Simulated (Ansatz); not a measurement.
# NaB in C2/c, a phase reached by a soft mode: a soft mode frozen in, part 2 of 3

Wanted: the energy along a soft mode of NaB in C2/c, a phase reached by a soft mode and the structure at the end.

Ansatz 0.2.0; DFT PBEsol, scalar-relativistic, plane waves, PAW; PAW set soft_1.

So far. Step 4 (The mode frozen in, largest atomic shift 0.32 Å): The run ends at a pressure of -0.43 GPa, with forces up to 0.48 eV/Å. Step 5 (Energy along the mode, all amplitudes (two of the runs …): The lowest of the steps tried is at 0.32 Å, 12.8 meV/atom below the parent; the bottom of the well need not coincide with a step.

### 6. Relaxation from the frozen mode

Starting from the lowest point found, all atoms and the cell are let go, so that strain and other modes of the same symmetry can join in.

The input, input.yaml:

```yaml
crystal:
  lattice:
    - [5.0833884246, -3.9986896434, 3.03444e-05]
    - [5.0833884246, 3.9986896434, 3.03444e-05]
    - [-1.0386942166, 0.0, 3.1073769773]
  atoms:
    - { symbol: Na, position: [0.5235326013, 0.8007827274, 0.1683312011] }
    - { symbol: Na, position: [0.8208202002, 0.4195895979, 0.6311897798] }
    - { symbol: Na, position: [0.1791797998, 0.5804104021, 0.3688102202] }
    - { symbol: Na, position: [0.4764673987, 0.1992172726, 0.8316687989] }
    - { symbol: B, position: [0.11481778, 0.0493310006, 0.7047844694] }
    - { symbol: B, position: [0.107109703, 0.0680364654, 0.2114924548] }
    - { symbol: B, position: [0.892890297, 0.9319635346, 0.7885075452] }
    - { symbol: B, position: [0.88518222, 0.9506689994, 0.2952155306] }
kpoints:
  mp_grid: { grid: [6, 6, 12] }
hamiltonian:
  xc: pbesol
  pseudopotentials: { kind: paw, azcp: { folder: soft_1 }, xc_functional: pbe }
scf:
  occupations: { method: methfessel_paxton, width: 0.2 }
output:
  forces: true
  stress: true
  eigenvalues: true
relax:
  adjacent_minimum: "off"
  f_tol: 0.002
  max_steps: 120
  cell: { stress_tol: 0.03 }
```

Command:

```console
$ ansatz run input.yaml --threads 4 --pin off --max-ram 10240MiB --backend cpu --events-out ev --progress --plain --runs-dir out
```

Numbers of over 12 decimals in the logs are rounded to 6 here.

Output:

```text
[...]
Crystal: 8 atoms, lattice volume = 126.327 Å³
Basis set: ecut = 420 eV, 2489 PW (Γ), exchange–correlation on 90×90×48 points (8 copies of the dense FFT grid, shifted against one another)
Bands: 32, of which v1, the nominal top of the filled ones, is band 24 counted from 1 (23 counted from 0)
Symmetry: 2 space group operations
[...]
k-points: 220 of 432
[...]
SCF iter   1: F=—  HF=-6513.227114 eV  |F-HF|=—  |Δ(HF+E_count)|=         —  Δρ=4.05e-2  dr2=2.61e0  ethr=3.10e-3  ⟨swp⟩=6.0  Hψ=29402  notcnv=0
[...]
SCF iter   9: F=-6512.406939 eV  HF=-6512.406939 eV  |F-HF|=4.96e-8  |Δ(HF+E_count)|=   1.15e-7  S|Δr|=    0.00e0  Δρ=7.30e-6  dr2=7.56e-8  ethr=2.08e-10  ⟨swp⟩=12.0  Hψ=36537  notcnv=0
SCF 1 converged in 9 iterations: F = -6512.406939 eV  dr2 = 7.56e-8
[...]
relax step   1: F+E_penalty+E_count = -6512.40693916 eV  Δ(F+E_penalty+E_count) = +0.000e0 eV  max|allowed force component| = 4.507e-1 eV/Å  Δτ_max = 0.0000 Å  P = -0.429 GPa  Ω = 126.327 Å³  (9 SCF iters, dr2 threshold 1.00e-7 eV, accepted)
Crystal: 8 atoms, lattice volume = 130.744 Å³
Basis set: ecut = 420 eV, 2581 PW (Γ), exchange–correlation on 90×90×48 points (8 copies of the dense FFT grid, shifted against one another)
[...]
iter 1 solved again at ethr=7.06e-5 eV; its pass at ethr=3.10e-3 eV (dr2=3.39e-2 eV) is discarded
[...]
SCF iter   7: F=-6512.542024 eV  HF=-6512.542024 eV  |F-HF|=1.91e-7  |Δ(HF+E_count)|=   6.65e-7  S|Δr|=    0.00e0  Δρ=1.04e-5  dr2=3.36e-7  ethr=1.67e-9  ⟨swp⟩=6.6  Hψ=29227  notcnv=0
SCF 2 converged in 7 iterations: F = -6512.542024 eV  dr2 = 3.36e-7
[...]
relax step   2: F+E_penalty+E_count = -6512.54202356 eV  Δ(F+E_penalty+E_count) = -1.351e-1 eV  max|allowed force component| = 3.719e-1 eV/Å  Δτ_max = 0.1356 Å  P = -0.398 GPa  Ω = 130.744 Å³  energy of the carried Pulay correction = -1.280e-3 eV  (7 SCF iters, dr2 threshold 8.00e-7 eV, accepted)
Crystal: 8 atoms, lattice volume = 133.653 Å³
Basis set: ecut = 420 eV, 2623 PW (Γ), exchange–correlation on 90×90×48 points (8 copies of the dense FFT grid, shifted against one another)
[...]
SCF iter   8: F=-6512.750730 eV  HF=-6512.750730 eV  |F-HF|=1.18e-7  |Δ(HF+E_count)|=   5.91e-7  S|Δr|=    0.00e0  Δρ=7.52e-6  dr2=1.94e-7  ethr=1.67e-9  ⟨swp⟩=7.2  Hψ=29955  notcnv=0
SCF 3 converged in 8 iterations: F = -6512.750730 eV  dr2 = 1.94e-7
relax step   3: F+E_penalty+E_count = -6512.75073010 eV  Δ(F+E_penalty+E_count) = -2.087e-1 eV  max|allowed force component| = 2.126e-1 eV/Å  Δτ_max = 0.1102 Å  P = +0.859 GPa  Ω = 133.653 Å³  energy of the carried Pulay correction = -2.099e-3 eV  (8 SCF iters, dr2 threshold 8.00e-7 eV, accepted)
[... from here on, the SCF cycles and remarks between the steps are left out ...]
relax step   4: F+E_penalty+E_count = -6512.92075667 eV  Δ(F+E_penalty+E_count) = -1.700e-1 eV  max|allowed force component| = 2.906e-1 eV/Å  Δτ_max = 0.1098 Å  P = +0.773 GPa  Ω = 137.335 Å³  energy of the carried Pulay correction = -3.110e-3 eV  (8 SCF iters, dr2 threshold 8.00e-7 eV, accepted)
relax step   5: F+E_penalty+E_count = -6513.05227997 eV  Δ(F+E_penalty+E_count) = -1.315e-1 eV  max|allowed force component| = 2.215e-1 eV/Å  Δτ_max = 0.1074 Å  P = +0.359 GPa  Ω = 139.749 Å³  energy of the carried Pulay correction = -3.758e-3 eV  (8 SCF iters, dr2 threshold 8.00e-7 eV, accepted)
relax step   6: F+E_penalty+E_count = -6513.10044885 eV  Δ(F+E_penalty+E_count) = -4.817e-2 eV  max|allowed force component| = 7.881e-2 eV/Å  Δτ_max = 0.1301 Å  P = +0.015 GPa  Ω = 140.366 Å³  energy of the carried Pulay correction = -3.922e-3 eV  (7 SCF iters, dr2 threshold 8.00e-7 eV, accepted)
relax step   7: F+E_penalty+E_count = -6512.92934642 eV  Δ(F+E_penalty+E_count) = +1.711e-1 eV  max|allowed force component| = 3.210e-1 eV/Å  Δτ_max = 0.1951 Å  P = +0.734 GPa  Ω = 133.801 Å³  energy of the carried Pulay correction = -2.140e-3 eV  (7 SCF iters, dr2 threshold 8.00e-7 eV, rejected (line search))
relax step   8: F+E_penalty+E_count = -6513.10076641 eV  Δ(F+E_penalty+E_count) = -3.176e-4 eV  max|allowed force component| = 1.862e-1 eV/Å  Δτ_max = 0.0975 Å  P = -0.097 GPa  Ω = 139.392 Å³  energy of the carried Pulay correction = -3.663e-3 eV  (12 SCF iters, accepted)
relax step   9: F+E_penalty+E_count = -6513.11034119 eV  Δ(F+E_penalty+E_count) = -9.575e-3 eV  max|allowed force component| = 3.689e-2 eV/Å  Δτ_max = 0.0863 Å  P = +0.068 GPa  Ω = 139.714 Å³  energy of the carried Pulay correction = -3.749e-3 eV  (6 SCF iters, dr2 threshold 8.00e-7 eV, accepted)
relax step  10: F+E_penalty+E_count = -6513.11194665 eV  Δ(F+E_penalty+E_count) = -1.605e-3 eV  max|allowed force component| = 2.000e-2 eV/Å  Δτ_max = 0.0305 Å  P = -0.106 GPa  Ω = 140.175 Å³  energy of the carried Pulay correction = -3.871e-3 eV  (7 SCF iters, dr2 threshold 1.46e-7 eV, accepted)
relax step  11: F+E_penalty+E_count = -6513.11044291 eV  Δ(F+E_penalty+E_count) = +1.504e-3 eV  max|allowed force component| = 4.496e-2 eV/Å  Δτ_max = 0.0439 Å  P = -0.027 GPa  Ω = 140.243 Å³  energy of the carried Pulay correction = -3.889e-3 eV  (7 SCF iters, dr2 threshold 4.83e-8 eV, rejected (line search))
relax step  12: F+E_penalty+E_count = -6513.11263392 eV  Δ(F+E_penalty+E_count) = -6.873e-4 eV  max|allowed force component| = 6.086e-3 eV/Å  Δτ_max = 0.0114 Å  P = +0.010 GPa  Ω = 140.020 Å³  energy of the carried Pulay correction = -3.830e-3 eV  (11 SCF iters, accepted)
relax step  13: F+E_penalty+E_count = -6513.11266240 eV  Δ(F+E_penalty+E_count) = -2.848e-5 eV  max|allowed force component| = 8.587e-3 eV/Å  Δτ_max = 0.0059 Å  P = +0.002 GPa  Ω = 140.052 Å³  energy of the carried Pulay correction = -3.838e-3 eV  (7 SCF iters, dr2 threshold 2.32e-9 eV, accepted)
relax step  14: F+E_penalty+E_count = -6513.11266585 eV  Δ(F+E_penalty+E_count) = -3.444e-6 eV  max|allowed force component| = 1.059e-2 eV/Å  Δτ_max = 0.0160 Å  P = +0.016 GPa  Ω = 139.993 Å³  energy of the carried Pulay correction = -3.823e-3 eV  (8 SCF iters, dr2 threshold 4.61e-9 eV, rejected (line search))
relax step  15: F+E_penalty+E_count = -6513.11272016 eV  Δ(F+E_penalty+E_count) = -5.775e-5 eV  max|allowed force component| = 3.800e-3 eV/Å  Δτ_max = 0.0078 Å  P = +0.001 GPa  Ω = 140.071 Å³  energy of the carried Pulay correction = -3.843e-3 eV  (10 SCF iters, accepted)
[...]
relax step  19: F+E_penalty+E_count = -6513.18672793 eV  Δ(F+E_penalty+E_count) = -7.942e-3 eV  max|allowed force component| = 1.015e-2 eV/Å  Δτ_max = 0.0125 Å  P = +0.351 GPa  Ω = 140.905 Å³  energy of the carried Pulay correction = -2.318e-4 eV  (5 SCF iters, dr2 threshold 8.00e-7 eV, accepted)
relax step  20: F+E_penalty+E_count = -6513.19585045 eV  Δ(F+E_penalty+E_count) = -9.123e-3 eV  max|allowed force component| = 2.637e-3 eV/Å  Δτ_max = 0.0238 Å  P = +0.263 GPa  Ω = 141.815 Å³  energy of the carried Pulay correction = -4.817e-4 eV  (5 SCF iters, dr2 threshold 8.00e-7 eV, accepted)
relax step  21: F+E_penalty+E_count = -6513.20389893 eV  Δ(F+E_penalty+E_count) = -8.048e-3 eV  max|allowed force component| = 6.660e-3 eV/Å  Δτ_max = 0.0380 Å  P = +0.072 GPa  Ω = 143.155 Å³  energy of the carried Pulay correction = -8.805e-4 eV  (6 SCF iters, dr2 threshold 8.00e-7 eV, accepted)
relax step  22: F+E_penalty+E_count = -6513.20586371 eV  Δ(F+E_penalty+E_count) = -1.965e-3 eV  max|allowed force component| = 1.002e-2 eV/Å  Δτ_max = 0.0355 Å  P = +0.106 GPa  Ω = 143.746 Å³  energy of the carried Pulay correction = -1.052e-3 eV  (5 SCF iters, dr2 threshold 1.96e-7 eV, accepted)
relax step  23: F+E_penalty+E_count = -6513.20623702 eV  Δ(F+E_penalty+E_count) = -3.733e-4 eV  max|allowed force component| = 5.459e-3 eV/Å  Δτ_max = 0.0179 Å  P = +0.007 GPa  Ω = 143.897 Å³  energy of the carried Pulay correction = -1.109e-3 eV  (5 SCF iters, dr2 threshold 2.94e-7 eV, accepted)
relax step  24: F+E_penalty+E_count = -6513.20628017 eV  Δ(F+E_penalty+E_count) = -4.315e-5 eV  max|allowed force component| = 1.092e-3 eV/Å  Δτ_max = 0.0099 Å  P = +0.002 GPa  Ω = 143.922 Å³  energy of the carried Pulay correction = -1.117e-3 eV  (6 SCF iters, dr2 threshold 1.86e-9 eV, accepted)
relax step  25: F+E_penalty+E_count = -6513.20625470 eV  Δ(F+E_penalty+E_count) = +2.547e-5 eV  max|allowed force component| = 5.562e-3 eV/Å  Δτ_max = 0.0148 Å  P = -0.013 GPa  Ω = 143.934 Å³  energy of the carried Pulay correction = -1.120e-3 eV  (9 SCF iters, rejected (line search))
relax step  26: F+E_penalty+E_count = -6513.20628203 eV  Δ(F+E_penalty+E_count) = -1.859e-6 eV  max|allowed force component| = 3.365e-3 eV/Å  Δτ_max = 0.0072 Å  P = +0.007 GPa  Ω = 143.915 Å³  energy of the carried Pulay correction = -1.115e-3 eV  (10 SCF iters, rejected (line search))
relax step  27: F+E_penalty+E_count = -6513.20629417 eV  Δ(F+E_penalty+E_count) = -1.400e-5 eV  max|allowed force component| = 7.172e-4 eV/Å  Δτ_max = 0.0035 Å  P = +0.002 GPa  Ω = 143.907 Å³  energy of the carried Pulay correction = -1.112e-3 eV  (9 SCF iters, accepted)
relax step  28: F+E_penalty+E_count = -6513.20628331 eV  Δ(F+E_penalty+E_count) = +1.086e-5 eV  max|allowed force component| = 1.870e-3 eV/Å  Δτ_max = 0.0099 Å  P = -0.005 GPa  Ω = 143.949 Å³  energy of the carried Pulay correction = -1.126e-3 eV  (8 SCF iters, accepted)
relax step  29: F+E_penalty+E_count = -6513.20629063 eV  Δ(F+E_penalty+E_count) = -7.315e-6 eV  max|allowed force component| = 1.140e-3 eV/Å  Δτ_max = 0.0022 Å  P = -0.003 GPa  Ω = 143.938 Å³  energy of the carried Pulay correction = -1.122e-3 eV  (8 SCF iters, accepted)
relax step  30: F+E_penalty+E_count = -6513.20865229 eV  Δ(F+E_penalty+E_count) = -2.362e-3 eV  max|allowed force component| = 1.140e-3 eV/Å  Δτ_max = 0.0000 Å  P = +0.006 GPa  Ω = 143.938 Å³  stress off target by 3.86e-2 GPa  SCF on the basis re-selected at this cell (its energy is not comparable with the rows above)  (7 SCF iters)
relax step  31: F+E_penalty+E_count = -6513.20872813 eV  Δ(F+E_penalty+E_count) = -7.585e-5 eV  max|allowed force component| = 2.478e-3 eV/Å  Δτ_max = 0.0040 Å  P = +0.033 GPa  Ω = 143.962 Å³  energy of the carried Pulay correction = -3.832e-6 eV  (6 SCF iters, dr2 threshold 3.72e-9 eV, accepted)
relax step  32: F+E_penalty+E_count = -6513.20874431 eV  Δ(F+E_penalty+E_count) = -1.618e-5 eV  max|allowed force component| = 1.906e-3 eV/Å  Δτ_max = 0.0077 Å  P = +0.020 GPa  Ω = 143.995 Å³  energy of the carried Pulay correction = -1.311e-5 eV  (5 SCF iters, dr2 threshold 1.89e-8 eV, accepted)
relax step  33: F+E_penalty+E_count = -6513.15555915 eV  Δ(F+E_penalty+E_count) = +5.319e-2 eV  max|allowed force component| = 2.853e-1 eV/Å  Δτ_max = 0.0127 Å  P = -2.010 GPa  Ω = 147.109 Å³  energy of the carried Pulay correction = -1.031e-3 eV  (9 SCF iters, dr2 threshold 6.86e-9 eV, rejected (line search))
relax step  34: F+E_penalty+E_count = -6513.20874602 eV  Δ(F+E_penalty+E_count) = -1.712e-6 eV  max|allowed force component| = 2.370e-4 eV/Å  Δτ_max = 0.0018 Å  P = +0.000 GPa  Ω = 144.035 Å³  energy of the carried Pulay correction = -2.499e-5 eV  (11 SCF iters, accepted)
[...]
SCF iter   5: F=-6513.208786 eV  HF=-6513.208786 eV  |F-HF|=4.55e-12  |Δ(HF+E_count)|=  1.00e-11  S|Δr|=    0.00e0  Δρ=3.69e-8  dr2=4.64e-12  ethr=1.00e-12  ⟨swp⟩=5.7  Hψ=26253  notcnv=0
SCF 35 converged in 5 iterations: F = -6513.208786 eV  dr2 = 4.64e-12
relax step  35: F+E_penalty+E_count = -6513.20878601 eV  Δ(F+E_penalty+E_count) = -3.999e-5 eV  max|allowed force component| = 2.952e-4 eV/Å  Δτ_max = 0.0000 Å  P = +0.000 GPa  Ω = 144.035 Å³  stress off target by 5.73e-3 GPa  SCF on the basis re-selected at this cell (its energy is not comparable with the rows above)  (5 SCF iters)
[...]
SCF converged after 5 iterations
[...]
Free energy (F): -6513.208786 eV
[...]
Internal energy: -6513.212275 eV  (E = F + TS)
E sigma→0 (E₀):  -6513.209658 eV
Entropy (-TS):   0.003489 eV (0.436 meV/atom)
Fermi energy:    4.218661 eV
[...]
--- Forces (eV/Å), atoms counted from 1 ---
  atom   1  Na    -0.00003730     0.00004136     0.00003589
  atom   2  Na     0.00007214    -0.00004044    -0.00014896
  atom   3  Na    -0.00007214     0.00004044     0.00014896
  atom   4  Na     0.00003730    -0.00004136    -0.00003589
  atom   5  B     -0.00005890     0.00006918     0.00029524
  atom   6  B     -0.00019818     0.00003012     0.00012674
  atom   7  B      0.00019818    -0.00003012    -0.00012674
  atom   8  B      0.00005890    -0.00006918    -0.00029524
  max |Σ_I F_I| component: 5.42e-20 eV/Å
--- Stress (GPa, compression-positive) ---
        0.003829      -0.001051      -0.003270
       -0.001051      -0.000269       0.002080
       -0.003270       0.002080      -0.002673
  P = ⅓ Tr σ = 0.0003 GPa (0.003 kbar)
--- Band table (eV; the first three rows and the last of 220) ---
  k-point 0: bands = [... 20 lower, -1.2859, -1.1135, 1.8150, 2.9070, 4.8155, 6.3131, 6.9341, 7.4742, ... 4 higher]
  k-point 1: bands = [... 20 lower, -0.9719, -0.5294, 1.9302, 2.9397, 4.9738, 6.1998, 7.2791, 7.3565, ... 4 higher]
  k-point 2: bands = [... 20 lower, -0.5613, -0.1091, 2.2742, 3.0697, 5.3830, 6.1960, 7.1620, 7.7904, ... 4 higher]
  k-point 219: bands = [... 20 lower, 1.8611, 1.8629, 2.4081, 2.4151, 5.3353, 5.4875, 6.1452, 6.2754, ... 4 higher]
--- Relaxed structure (32 steps of the walk, 25 accepted, 3 SCFs on fresh bases) ---
  F+E_penalty+E_count = -6513.20878601 eV   max|allowed force component| = 2.952e-4 eV/Å   (the final SCF, on the basis selected at the relaxed cell)
  cell:  # Å, volume = 144.0350 Å³
    - [5.559430, -3.323658, -0.382307]
    - [6.650028, 4.710104, 0.699506]
    - [-1.150455, 0.278692, 3.007466]
  atoms:
    - { symbol: Na, position: [0.601281, 0.797470, 0.249839] }
    - { symbol: Na, position: [0.825003, 0.349976, 0.750497] }
    - { symbol: Na, position: [0.174997, 0.650024, 0.249503] }
    - { symbol: Na, position: [0.398719, 0.202530, 0.750161] }
    - { symbol: B, position: [0.137209, -0.00367521, 0.734479] }
    - { symbol: B, position: [0.133556, 0.0036602, 0.234490] }
    - { symbol: B, position: [0.866444, 0.996340, 0.765510] }
    - { symbol: B, position: [0.862791, 1.003675, 0.265521] }
```

It took 7.9 min on 4 threads of Arm Neoverse V2, shared host; peak memory 0.99 GiB; 31 min of CPU time.

Step by step (22 of 35):

| step | energy less that of the first step (eV) | largest force component (eV/Å) | pressure (GPa) | volume (Å³) |
| --- | --- | --- | --- | --- |
| 1 | 0.0000 | 0.4507 | -0.43 | 126.33 |
| 3 | -0.3438 | 0.2126 | 0.86 | 133.65 |
| 4 | -0.5138 | 0.2906 | 0.77 | 137.34 |
| 6 | -0.6935 | 0.0788 | 0.01 | 140.37 |
| 7 | -0.5224 | 0.3210 | 0.73 | 133.80 |
| 9 | -0.7034 | 0.0369 | 0.07 | 139.71 |
| 11 | -0.7035 | 0.0450 | -0.03 | 140.24 |
| 12 | -0.7057 | 0.0061 | 0.01 | 140.02 |
| 14 | -0.7057 | 0.0106 | 0.02 | 139.99 |
| 16 | -0.7057 | 0.0095 | 0.01 | 140.07 |
| 17 | -0.7058 | 0.0018 | 0.00 | 140.04 |
| 19 | -0.7798 | 0.0102 | 0.35 | 140.90 |
| 20 | -0.7889 | 0.0026 | 0.26 | 141.82 |
| 22 | -0.7989 | 0.0100 | 0.11 | 143.75 |
| 24 | -0.7993 | 0.0011 | 0.00 | 143.92 |
| 25 | -0.7993 | 0.0056 | -0.01 | 143.93 |
| 27 | -0.7994 | 0.0007 | 0.00 | 143.91 |
| 29 | -0.7994 | 0.0011 | 0.00 | 143.94 |
| 30* | -0.8017 | 0.0011 | 0.01 | 143.94 |
| 32 | -0.8018 | 0.0019 | 0.02 | 143.99 |
| 33 | -0.7486 | 0.2853 | -2.01 | 147.11 |
| 35* | -0.8018 | 0.0003 | 0.00 | 144.04 |

Relaxation steps marked * repeat the geometry before them on a plane-wave basis chosen anew for their cell, so energy and pressure can jump there. Other such steps can lie between the rows shown. Relaxation steps 7, 11, 14, 16, 25, 26, 33 were tried and not accepted.

Forces are held to the 2 operations that the run works with; a distortion that breaks them can't arise in this run.

| cell as run | before | after | change |
| --- | --- | --- | --- |
| a (Å) | 6.468 | 6.488 | +0.3 % |
| b (Å) | 6.468 | 8.179 | +26.5 % |
| c (Å) | 3.276 | 3.232 | -1.4 % |
| α (°) | 104.43 | 99.22 | -5.0 % |
| β (°) | 104.43 | 113.83 | +9.0 % |
| γ (°) | 76.38 | 66.63 | -12.8 % |
| volume (Å³/atom) | 15.79 | 18.00 | +14.0 % |

The atoms that moved most (Å, as changes of fractional coordinates times the final cell):

| atom | dx | dy | dz | length |
| --- | --- | --- | --- | --- |
| Na3 | 0.577 | 0.309 | -0.309 | 0.723 |
| Na2 | -0.577 | -0.309 | 0.309 | 0.723 |
| B6 | -0.308 | -0.385 | 0.014 | 0.493 |
| B7 | 0.308 | 0.385 | -0.014 | 0.493 |
| Na1 | 0.316 | -0.251 | 0.213 | 0.457 |
| Na4 | -0.316 | 0.251 | -0.213 | 0.457 |
| B8 | 0.262 | 0.316 | -0.044 | 0.413 |
| B5 | -0.262 | -0.316 | 0.044 | 0.413 |

Numbers from this step:

| Property | Result |
| --- | --- |
| pressure | 2.96e-4 GPa |
| volume per atom | 18.00 Å³ |

The distorted start has space group P-1; the relaxation ends in C2/c.

### 7. The new phase in its own primitive cell

The relaxed structure is symmetrised, reduced to its primitive cell and relaxed tightly, as its phonons need.

input.yaml, the sections that differ from step 6:

```yaml
crystal:
  lattice:
    - [3.244230465, -7.5082709653, 0.0]
    - [3.244230465, 7.5082709653, 0.0]
    - [-1.3056909223, 0.0, 2.9565580888]
  atoms:
    - { symbol: Na, position: [0.6012492474, 0.3987507526, 0.75] }
    - { symbol: Na, position: [0.8249960691, 0.1750039309, 0.25] }
    - { symbol: Na, position: [0.1750039309, 0.8249960691, 0.75] }
    - { symbol: Na, position: [0.3987507526, 0.6012492474, 0.25] }
    - { symbol: B, position: [0.1371770518, 0.1335333101, 0.2346396945] }
    - { symbol: B, position: [0.1335333101, 0.1371770518, 0.7346396945] }
    - { symbol: B, position: [0.8664666899, 0.8628229482, 0.2653603055] }
    - { symbol: B, position: [0.8628229482, 0.8664666899, 0.7653603055] }
relax:
  adjacent_minimum: "off"
  f_tol: 0.001
  max_steps: 60
  cell: { stress_tol: 0.01 }
# kpoints, hamiltonian, scf, output: as in step 6
```

Output:

```text
[...]
Crystal: 8 atoms, lattice volume = 144.035 Å³
Basis set: ecut = 420 eV, 2809 PW (Γ), exchange–correlation on 120×120×48 points (8 copies of the dense FFT grid, shifted against one another)
Bands: 32, of which v1, the nominal top of the filled ones, is band 24 counted from 1 (23 counted from 0)
Symmetry: 4 space group operations
[...]
k-points: 131 of 432
[...]
atoms:
    - { symbol: Na, position: [0.601275, 0.398725, 0.750000] }
    - { symbol: Na, position: [0.825009, 0.174991, 0.250000] }
    - { symbol: Na, position: [0.174991, 0.825009, 0.750000] }
    - { symbol: Na, position: [0.398725, 0.601275, 0.250000] }
    - { symbol: B, position: [0.137107, 0.133650, 0.235846] }
    - { symbol: B, position: [0.133650, 0.137107, 0.735846] }
    - { symbol: B, position: [0.866350, 0.862893, 0.264154] }
    - { symbol: B, position: [0.862893, 0.866350, 0.764154] }
[key lines of the parts left out:]
SCF converged after 5 iterations
Free energy (F): -6513.208801 eV
Fermi energy:    4.216103 eV
P = ⅓ Tr σ = -0.0005 GPa (-0.005 kbar)
```

It took 61 s on 4 threads; peak memory 0.78 GiB.

The steps of the relaxation:

| step | energy less that of the first step (eV) | largest force component (eV/Å) | pressure (GPa) | volume (Å³) |
| --- | --- | --- | --- | --- |
| 1 | 0.0000 | 0.0062 | 0.00 | 144.03 |
| 2 | 0.0000 | 0.0026 | 0.00 | 144.05 |
| 3 | 0.0000 | 0.0013 | 0.00 | 144.04 |
| 4 | 0.0000 | 0.0016 | 0.00 | 144.06 |
| 5 | 0.0000 | 0.0011 | 0.00 | 144.05 |
| 6 | 0.0000 | 0.0017 | 0.00 | 144.07 |
| 7 | 0.0000 | 0.0014 | 0.00 | 144.09 |
| 8 | 0.0000 | 0.0004 | 0.00 | 144.07 |
| 9* | 0.0000 | 0.0004 | 0.00 | 144.07 |

Relaxation steps marked * repeat the geometry before them on a plane-wave basis chosen anew for their cell, so energy and pressure can jump there. Relaxation step 7 was tried and not accepted.

The run keeps the 4 symmetry operations that it works with, so distortions that break them were not tested.

| cell as run | before | after | change |
| --- | --- | --- | --- |
| a (Å) | 8.179 | 8.183 | +0.0 % |
| b (Å) | 8.179 | 8.183 | +0.0 % |
| c (Å) | 3.232 | 3.232 | +0.0 % |
| α (°) | 99.22 | 99.33 | +0.1 % |
| β (°) | 99.22 | 99.33 | +0.1 % |
| γ (°) | 133.26 | 133.19 | -0.1 % |
| volume (Å³/atom) | 18.00 | 18.01 | +0.0 % |

This step gave:

```
pressure        : -5.45e-4 GPa
volume per atom : 18.01 Å³
```

The largest force component left is 0.44 meV/Å and the pressure is -0.001 GPa, within the tolerances set. The cell now holds 18.01 Å³/atom.

(Continued in part 3 of 3.)

[Logs are printed without paths, hosts, clocks, repeated set-up lines and the standing remarks that a program may print on its own settings, such as how far it seeks lower states.]

[Hosts, paths, dates, database ids (printed as entryN), source tags and the programs' standing remarks are cut or masked in the printed files.]
